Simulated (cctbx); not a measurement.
# Diagnosing a refinement

Cell a = 10.3030 Å, b = 10.3030 Å, c = 9.9800 Å, α = 90.00°, β = 90.00°, γ = 120.00°; space group P6_3/mmc (no. 194). The compound is In17Bi2.

Simulated single-crystal data (cctbx): synchrotron X-rays, λ = 0.4959 Å, to d = 0.6 Å, 80 % of the full sphere, strongest reflection 70000 counts, noise from counting, a 4 % proportional error and a noise floor of 8 counts (s.d.); no absorption, and some extinction, which the refinements don't model.

An anisotropic refinement with weights 1/σ² prints:

```text
Rint 0.040, 882 unique reflections to 0.60 A
cycle     R1     wR2    GooF  max shift (A)
   1  0.0439  0.1079   5.277   0.00134
   2  0.0172  0.0336   1.641   0.00000
final R1 0.0172 wR2 0.0336 GooF 1.641  parameters 23  data/parameter 38.3
atom        x        y        z      Ueq    occ   su(xyz)  su(Uiso or U11)
Bi1    0.66667  0.33333  0.25000   0.0058  1.000  0.00000  0.0001
Bi2    0.00000  0.00000  0.75000   0.0107  1.000  0.00000  0.0001
In1    0.66667  0.33333  0.88690   0.0106  1.000  0.00004  0.0001
In2    0.83099  0.66197  0.99832   0.0067  1.000  0.00002  0.0001
In3    0.37052  0.33392  0.75000   0.0103  1.000  0.00003  0.0001
In4    0.00000  0.50000  0.50000   0.0102  1.000  0.00000  0.0001
difference map: max 2.24 min -4.20 rms 0.43
Q1    0.3333  0.6667  0.6329    4    2.34  1.17 A from Bi1
Q2    0.0000  0.0000  0.1420    4    1.90  1.08 A from Bi2
Q3    0.1287  0.5644  0.7500    6    1.78  1.83 A from Bi1
Q4    0.0000  0.0000  0.2047    4    1.67  0.45 A from Bi2
Q5    0.0923  0.4654  0.2500   12    1.53  0.85 A from In3
Q6    0.3333  0.6667  0.7061    4    1.38  0.44 A from Bi1
```

Q: Accept it or mend it, and why?

Mend it. The fault: anomalous dispersion left out. Against the right model at the same level, R1 goes from 0.0123 to 0.0172 and GooF from 1.08 to 1.64. No atom is wrong: without f′ and f″ the atoms near an edge get the wrong scattering power, which U and the scale absorb. The signs are weak, and the output alone doesn't single this fault out.

The compound is In17Bi2. The right model at the same level gives:

```text
Rint 0.040, 882 unique reflections to 0.60 A
cycle     R1     wR2    GooF  max shift (A)
   1  0.0289  0.0774   3.782   0.00145
   2  0.0123  0.0220   1.077   0.00000
final R1 0.0123 wR2 0.0220 GooF 1.077  parameters 23  data/parameter 38.3
atom        x        y        z      Ueq    occ   su(xyz)  su(Uiso or U11)
Bi1    0.66667  0.33333  0.25000   0.0061  1.000  0.00000  0.0000
Bi2    0.00000  0.00000  0.75000   0.0110  1.000  0.00000  0.0000
In1    0.66667  0.33333  0.88693   0.0091  1.000  0.00003  0.0001
In2    0.83098  0.66196  0.99831   0.0052  1.000  0.00001  0.0000
In3    0.37051  0.33392  0.75000   0.0088  1.000  0.00002  0.0001
In4    0.00000  0.50000  0.50000   0.0086  1.000  0.00000  0.0001
difference map: max 1.39 min -3.77 rms 0.34
Q1    0.1240  0.5620  0.7500    6    1.43  1.87 A from Bi1
Q2    0.0949  0.4692  0.2500   12    1.19  0.89 A from In3
Q3    0.0000  0.3334  0.0000   12    1.14  1.72 A from In4
Q4    0.1215  0.2430  0.7500    6    1.12  2.17 A from Bi2
Q5    0.1348  0.5674  0.6812   12    1.10  1.90 A from Bi1
Q6    0.1142  0.5571  0.5307   12    1.07  1.06 A from In4
```

This is a model crystal, built by substitution and not relaxed, with assumed displacement parameters.

[Middle refinement cycles are left out of these outputs.]

[Logs are printed without paths, hosts, clocks, repeated set-up lines and the standing remarks that a program may print on its own settings, such as how far it seeks lower states.]
